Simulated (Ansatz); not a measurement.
# LiZnI3 (model cell, started as cubic perovskite with Zn in the octahedra): relaxing the cell for a phonon run

Task: relax LiZnI3 (model cell, started as cubic perovskite with Zn in the octahedra) tightly.

Main program and level: Ansatz 0.2.0; DFT PBEsol, scalar-relativistic, plane waves, PAW; PAW set soft_1.

The structure was built from a prototype and need not be the compound's stable phase.

## Step 1: Set-up

It takes space group Pm-3m (No. 221, cubic). The conventional cell has a = 5.762 Å, b = 5.762 Å, c = 5.762 Å, α = 90.00°, β = 90.00°, γ = 90.00°. Li has 12 I at 4.07 Å nearest. Nearest to Zn lie 6 I at 2.88 Å. Nearest to I lie 2 Zn at 2.88 Å. Farther neighbours and most contacts between anions are not listed.

## Step 2: A coarse first look

First a cheap look: the gap decides the mesh and the occupations, the pressure tells how far the cell has to move.

File input.yaml:

```yaml
crystal:
  lattice:
    - [5.7624, 0.0, 0.0]
    - [0.0, 5.7624, 0.0]
    - [0.0, 0.0, 5.7624]
  atoms:
    - { symbol: Li, position: [0.0, 0.0, 0.0] }
    - { symbol: Zn, position: [0.5, 0.5, 0.5] }
    - { symbol: I, position: [0.5, 0.5, 0.0] }
    - { symbol: I, position: [0.5, 0.0, 0.5] }
    - { symbol: I, position: [0.0, 0.5, 0.5] }
kpoints:
  mp_grid: { grid: [4, 4, 4] }
hamiltonian:
  xc: pbesol
  pseudopotentials: { kind: paw, azcp: { folder: soft_1 }, xc_functional: pbe }
scf:
  occupations: { method: gaussian, width: 0.1 }
output:
  forces: true
  stress: true
  eigenvalues: true
```

Command:

```sh
ansatz run input.yaml --threads 4 --pin off --max-ram 16384MiB --backend cpu --events-out ev --progress --plain --runs-dir out
```

Numbers of over 12 decimals in the logs are rounded to 6 here.

The program printed:

```text
Engine: ansatz 0.2.0, aarch64-unknown-linux-gnu
Pseudopotentials: kind: paw
Pseudopotential: Li, paw, valence charge 3, recommended cutoff 420 eV (normal), soft_1/Li.paw.azcp
Pseudopotential: Zn, paw, valence charge 12, recommended cutoff 420 eV (normal), soft_1/Zn.paw.azcp
Pseudopotential: I, paw, valence charge 17, recommended cutoff 420 eV (normal), soft_1/I.paw.azcp
Functional definition: PBEsol
[...]
k-point 0: bands = [... 29 lower, 2.6237, 2.6237, 2.9045, 2.9045, 2.9045, 5.7513, 9.0642, 9.0642, ... 1 higher]
  k-point 1: bands = [... 29 lower, 2.4437, 2.4997, 2.8292, 2.8292, 4.0242, 6.3914, 8.3794, 9.0412, ... 1 higher]
  k-point 2: bands = [... 29 lower, 2.1808, 2.3852, 2.8232, 2.8232, 5.5258, 7.0431, 7.4589, 8.8251, ... 1 higher]
  k-point 9: bands = [... 29 lower, 3.0787, 3.4999, 3.4999, 3.4999, 5.9734, 7.3908, 7.3908, 7.3908, ... 1 higher]
[key lines of the parts left out:]
SCF converged after 10 iterations
Free energy (F): -25783.197662 eV
Fermi energy:    3.590808 eV
P = ⅓ Tr σ = -2.0605 GPa (-20.605 kbar)
```

It took 1.7 s on 4 threads of Arm Neoverse V1, shared host; peak memory 0.51 GiB; 6 s of CPU time.

This step gave:

| Quantity | Value |
| --- | --- |
| pressure | -2.060 GPa |
| volume per atom | 38.27 Å³ |
| gap on the k-mesh | 0 eV |

The coarse mesh shows no gap and a pressure of -2.1 GPa.

## Step 3: Relaxation

The cell and atoms are relaxed, since residual forces and stress would shift the frequencies.

Changes to input.yaml since step 2:

```diff
@@ -12,3 +12,3 @@
 kpoints:
-  mp_grid: { grid: [4, 4, 4] }
+  mp_grid: { grid: [6, 6, 6] }
 hamiltonian:
@@ -22 +22,6 @@
   eigenvalues: true
+relax:
+  adjacent_minimum: "off"
+  f_tol: 0.005
+  max_steps: 80
+  cell: { stress_tol: 0.05 }
```

The program printed:

```text
[...]
Crystal: 5 atoms, lattice volume = 191.342 Å³
Basis set: ecut = 420 eV, 3743 PW (Γ), exchange–correlation on 80×80×80 points (8 copies of the dense FFT grid, shifted against one another)
Bands: 40, of which v1, the nominal top of the filled ones, is band 33 counted from 1 (32 counted from 0)
Symmetry: 48 space group operations
[...]
k-points: 20 of 216
[...]
SCF iter   1: F=—  HF=-25784.363835 eV  |F-HF|=—  |Δ(HF+E_count)|=         —  Δρ=4.60e-2  dr2=3.53e0  ethr=3.10e-3  ⟨swp⟩=8.7  Hψ=3864  notcnv=0  defer=5
[...]
SCF iter   9: F=-25783.187622 eV  HF=-25783.187622 eV  |F-HF|=4.15e-10  |Δ(HF+E_count)|=   1.36e-7  Δρ=8.91e-7  dr2=1.54e-9  ethr=1.52e-10  ⟨swp⟩=14.2  Hψ=4321  notcnv=0
SCF 1 converged in 9 iterations: F = -25783.187622 eV  dr2 = 1.54e-9
[...]
relax step   1: F+E_penalty+E_count = -25783.18762247 eV  Δ(F+E_penalty+E_count) = +0.000e0 eV  max|allowed force component| = 1.021e-28 eV/Å  Δτ_max = 0.0000 Å  P = -2.061 GPa  Ω = 191.342 Å³  (9 SCF iters, dr2 threshold 1.00e-7 eV, accepted)
Crystal: 5 atoms, lattice volume = 178.475 Å³
Basis set: ecut = 420 eV, 3431 PW (Γ), exchange–correlation on 80×80×80 points (8 copies of the dense FFT grid, shifted against one another)
[...]
iter 1 solved again at ethr=2.10e-5 eV; its pass at ethr=3.10e-3 eV (dr2=1.39e-2 eV) is discarded
[...]
SCF iter   7: F=-25783.307966 eV  HF=-25783.307966 eV  |F-HF|=1.59e-8  |Δ(HF+E_count)|=   6.29e-8  Δρ=5.74e-6  dr2=1.28e-7  ethr=7.58e-10  ⟨swp⟩=10.9  Hψ=3761  notcnv=0
SCF 2 converged in 7 iterations: F = -25783.307966 eV  dr2 = 1.28e-7
relax step   2: F+E_penalty+E_count = -25783.30796609 eV  Δ(F+E_penalty+E_count) = -1.203e-1 eV  max|allowed force component| = 1.484e-29 eV/Å  Δτ_max = 0.0000 Å  P = -0.792 GPa  Ω = 178.475 Å³  energy of the carried Pulay correction = +2.003e-3 eV  (7 SCF iters, dr2 threshold 5.00e-7 eV, accepted)
Crystal: 5 atoms, lattice volume = 171.297 Å³
Basis set: ecut = 420 eV, 3407 PW (Γ), exchange–correlation on 80×80×80 points (8 copies of the dense FFT grid, shifted against one another)
[...]
SCF iter   6: F=-25783.323349 eV  HF=-25783.323349 eV  |F-HF|=5.76e-8  |Δ(HF+E_count)|=   2.89e-8  Δρ=1.02e-5  dr2=2.74e-7  ethr=7.58e-10  ⟨swp⟩=9.0  Hψ=3732  notcnv=0
SCF 3 converged in 6 iterations: F = -25783.323349 eV  dr2 = 2.74e-7
relax step   3: F+E_penalty+E_count = -25783.32334869 eV  Δ(F+E_penalty+E_count) = -1.538e-2 eV  max|allowed force component| = 4.180e-29 eV/Å  Δτ_max = 0.0000 Å  P = +0.200 GPa  Ω = 171.297 Å³  energy of the carried Pulay correction = +3.228e-3 eV  (6 SCF iters, dr2 threshold 5.00e-7 eV, accepted)
[...]
relax step   4: F+E_penalty+E_count = -25783.32392882 eV  Δ(F+E_penalty+E_count) = -5.801e-4 eV  max|allowed force component| = 1.284e-29 eV/Å  Δτ_max = 0.0000 Å  P = -0.002 GPa  Ω = 172.621 Å³  energy of the carried Pulay correction = +2.996e-3 eV  (5 SCF iters, dr2 threshold 1.00e-7 eV, accepted)
[...]
SCF iter   8: F=-25783.320951 eV  HF=-25783.320951 eV  |F-HF|=7.28e-12  |Δ(HF+E_count)|=  2.55e-11  Δρ=3.39e-8  dr2=3.02e-12  ethr=1.00e-12  ⟨swp⟩=6.4  Hψ=3006  notcnv=0
SCF 5 converged in 8 iterations: F = -25783.320951 eV  dr2 = 3.02e-12
relax step   5: F+E_penalty+E_count = -25783.32095078 eV  Δ(F+E_penalty+E_count) = +2.978e-3 eV  max|allowed force component| = 4.865e-30 eV/Å  Δτ_max = 0.0000 Å  P = -0.004 GPa  Ω = 172.621 Å³  stress off target by 4.36e-3 GPa  SCF on the basis re-selected at this cell (its energy is not comparable with the rows above)  (8 SCF iters)
basis re-selected at this cell: Δ(F+E_penalty+E_count) = +2.978e-3 eV, ΔP = -0.003 GPa vs the last step (what re-selecting the basis moved, of the pressure what is left beyond the Pulay correction that the steps carried, after the strain that the cell walked since its last selection, with what the two solves' SCF thresholds leave and, on support functions, any second-order correction that the steps lacked; it is no m [...]
SCF converged after 8 iterations
Free energy (F): -25783.320951 eV
[...]
Internal energy: -25783.315614 eV  (E = F + TS)
E sigma→0 (E₀):  -25783.318282 eV
Entropy (-TS):   -0.005337 eV (-1.067 meV/atom)
Fermi energy:    4.620811 eV
[...]
--- Stress (GPa, compression-positive) ---
       -0.004360       0.000000       0.000000
        0.000000      -0.004360      -0.000000
        0.000000      -0.000000      -0.004360
  P = ⅓ Tr σ = -0.0044 GPa (-0.044 kbar)
--- Band table (eV; the first three rows and the last of 20) ---
  k-point 0: bands = [... 29 lower, 3.5394, 3.5583, 3.8892, 3.8892, 3.8892, 6.7931, 9.9740, 9.9740, ... 3 higher]
  k-point 1: bands = [... 29 lower, 3.4484, 3.4561, 3.8239, 3.8239, 4.5592, 7.1752, 9.7231, 10.2012, ... 3 higher]
  k-point 2: bands = [... 29 lower, 3.1686, 3.3016, 3.7893, 3.7893, 5.7875, 7.9473, 9.0197, 9.9969, ... 3 higher]
  k-point 19: bands = [... 29 lower, 4.2160, 4.5979, 4.5979, 4.5979, 6.8167, 8.5007, 8.5007, 8.5007, ... 3 higher]
--- Relaxed structure (4 steps of the walk, 4 accepted, 1 SCFs on fresh bases) ---
  F+E_penalty+E_count = -25783.32095078 eV   max|allowed force component| = 4.865e-30 eV/Å   (the final SCF, on the basis selected at the relaxed cell)
  cell:  # Å, volume = 172.6212 Å³
    - [5.567985, 0, 0]
    - [0, 5.567985, 0]
    - [0, 0, 5.567985]
  atoms:
    - { symbol: Li, position: [0, 0, 0] }
    - { symbol: Zn, position: [0.5, 0.5, 0.5] }
    - { symbol: I, position: [0.5, 0.5, 0] }
    - { symbol: I, position: [0.5, 0, 0.5] }
    - { symbol: I, position: [0, 0.5, 0.5] }
```

Run time: 13 s. Hardware: 4 threads; peak memory 0.58 GiB.

Step by step:

| step | energy less that of the first step (eV) | largest force component (eV/Å) | pressure (GPa) | volume (Å³) |
| --- | --- | --- | --- | --- |
| 1 | 0.0000 | 0.0000 | -2.06 | 191.34 |
| 2 | -0.1203 | 0.0000 | -0.79 | 178.48 |
| 3 | -0.1357 | 0.0000 | 0.20 | 171.30 |
| 4 | -0.1363 | 0.0000 | 0.00 | 172.62 |
| 5* | -0.1333 | 0.0000 | 0.00 | 172.62 |

Relaxation steps marked * repeat the geometry before them on a plane-wave basis chosen anew for their cell, so energy and pressure can jump there.

Forces are held to the 48 operations that the run works with; a distortion that breaks them can't arise in this run.

```csv
"conventional cell, symmetrised",before,after,change
a (Å),5.762,5.568,-3.4 %
b (Å),5.762,5.568,-3.4 %
c (Å),5.762,5.568,-3.4 %
volume (Å³/atom),38.27,34.52,-9.8 %
```

The relaxed structure:

```xyz
5
Lattice="5.5680 0.0000 0.0000 0.0000 5.5680 0.0000 0.0000 0.0000 5.5680" Properties=species:S:1:pos:R:3 pbc="T T T"
Li    0.0000    0.0000    0.0000
Zn    2.7840    2.7840    2.7840
I     2.7840    2.7840    0.0000
I     2.7840    0.0000    2.7840
I     0.0000    2.7840    2.7840
```

This step gave:

* pressure: -0.004360 GPa
* volume per atom: 34.52 Å³

In this step the volume went from 38.27 to 34.52 Å³/atom.

## Step 4: Relaxation

The relaxation is repeated from its end on the same settings, as a check that it has come to rest.

Changes to input.yaml since step 3:

```diff
@@ -2,5 +2,5 @@
   lattice:
-    - [5.7624, 0.0, 0.0]
-    - [0.0, 5.7624, 0.0]
-    - [0.0, 0.0, 5.7624]
+    - [5.5679853501, 0.0, 0.0]
+    - [0.0, 5.5679853501, 0.0]
+    - [0.0, 0.0, 5.5679853501]
   atoms:
```

The program printed:

```text
[...]
Crystal: 5 atoms, lattice volume = 172.621 Å³
Basis set: ecut = 420 eV, 3407 PW (Γ), exchange–correlation on 80×80×80 points (8 copies of the dense FFT grid, shifted against one another)
Bands: 40, of which v1, the nominal top of the filled ones, is band 33 counted from 1 (32 counted from 0)
[... 1 set-up line as in the run before ...]
[...]
k-points: 20 of 216
[...]
cell:  # Å, volume = 172.6212 Å³
    - [5.5679853501, 0.0, 0.0]
    - [0.0, 5.5679853501, 0.0]
    - [0.0, 0.0, 5.5679853501]
  atoms:
    - { symbol: Li, position: [0.0, 0.0, 0.0] }
    - { symbol: Zn, position: [0.500000, 0.500000, 0.500000] }
    - { symbol: I, position: [0.500000, 0.500000, 0.0] }
    - { symbol: I, position: [0.500000, 0.0, 0.500000] }
    - { symbol: I, position: [0.0, 0.500000, 0.500000] }
[key lines of the parts left out:]
SCF converged after 5 iterations
Free energy (F): -25783.320951 eV
Fermi energy:    4.620810 eV
P = ⅓ Tr σ = -0.0044 GPa (-0.044 kbar)
```

Elapsed: 5.7 s, on 4 threads; peak memory 0.56 GiB; 21 s of CPU time.

Little changed from the start: no atom moved by 0.005 Å and no cell edge by 0.1 %.

Numbers from this step:

```
pressure : -0.004361 GPa
```

In this step the volume went from 34.52 to 34.52 Å³/atom.

## Step 5: Relaxing to small forces for the phonons

Phonons need a cell at rest on their own settings, so the relaxation is repeated with tight tolerances on forces and stress, using the mesh and the filling of the phonon run that follows.

Changes to input.yaml since step 4:

```diff
@@ -17,3 +17,3 @@
 scf:
-  occupations: { method: gaussian, width: 0.1 }
+  occupations: { method: methfessel_paxton, width: 0.2 }
 output:
@@ -24,4 +24,4 @@
   adjacent_minimum: "off"
-  f_tol: 0.005
-  max_steps: 80
-  cell: { stress_tol: 0.05 }
+  f_tol: 0.001
+  max_steps: 60
+  cell: { stress_tol: 0.01 }
```

The program printed:

```text
[...]
Crystal: 5 atoms, lattice volume = 172.621 Å³
Basis set: ecut = 420 eV, 3407 PW (Γ), exchange–correlation on 80×80×80 points (8 copies of the dense FFT grid, shifted against one another)
Bands: 40, of which v1, the nominal top of the filled ones, is band 33 counted from 1 (32 counted from 0)
[... 1 set-up line as in the run before ...]
[...]
k-points: 20 of 216
[...]
--- Relaxed structure (2 steps of the walk, 2 accepted, 1 SCFs on fresh bases) ---
[...]
cell:  # Å, volume = 172.5473 Å³
    - [5.567191, 0, 0.0]
    - [0, 5.567191, 0]
    - [0, 0, 5.567191]
  atoms:
    - { symbol: Li, position: [0, 0, 0] }
    - { symbol: Zn, position: [0.5, 0.5, 0.5] }
    - { symbol: I, position: [0.5, 0.5, 0] }
    - { symbol: I, position: [0.5, 0, 0.5] }
    - { symbol: I, position: [0, 0.5, 0.5] }
[key lines of the parts left out:]
SCF converged after 7 iterations
Free energy (F): -25783.317064 eV
Fermi energy:    4.597405 eV
P = ⅓ Tr σ = -0.0023 GPa (-0.023 kbar)
```

It took 7.6 s on 4 threads; peak memory 0.56 GiB.

Little changed from the start: no atom moved by 0.005 Å and no cell edge by 0.1 %.

This step gave:

```yaml
pressure: -0.002289 GPa
volume_per_atom: 34.51 Å³
```

The forces vanish by symmetry and the pressure is -0.002 GPa, within the tolerances set. The cell now holds 34.51 Å³/atom.

## Step 6: What came out

```json
{"space group after relaxation (within 0.01 Å)": "Pm-3m", "lattice constant a": "5.567 Å", "lattice constant b": "5.567 Å", "lattice constant c": "5.567 Å", "volume per atom": "34.5 Å³"}
```

In words: The forces vanish by symmetry and the pressure is -0.002 GPa, within the tolerances set. The cell now holds 34.51 Å³/atom. The relaxation keeps the symmetry of its start, so it says nothing on stability against lower symmetry. Spin-orbit coupling is left out, which can matter for the heavy elements here. The PAW files were made for PBE and serve the other functionals too. The starting cell was built on a prototype and not taken from a measurement, so the phase need not exist.

[Logs are printed without paths, hosts, clocks, repeated set-up lines and the standing remarks that a program may print on its own settings, such as how far it seeks lower states.]

[Hosts, paths, dates, database ids (printed as entryN), source tags and the programs' standing remarks are cut or masked in the printed files.]
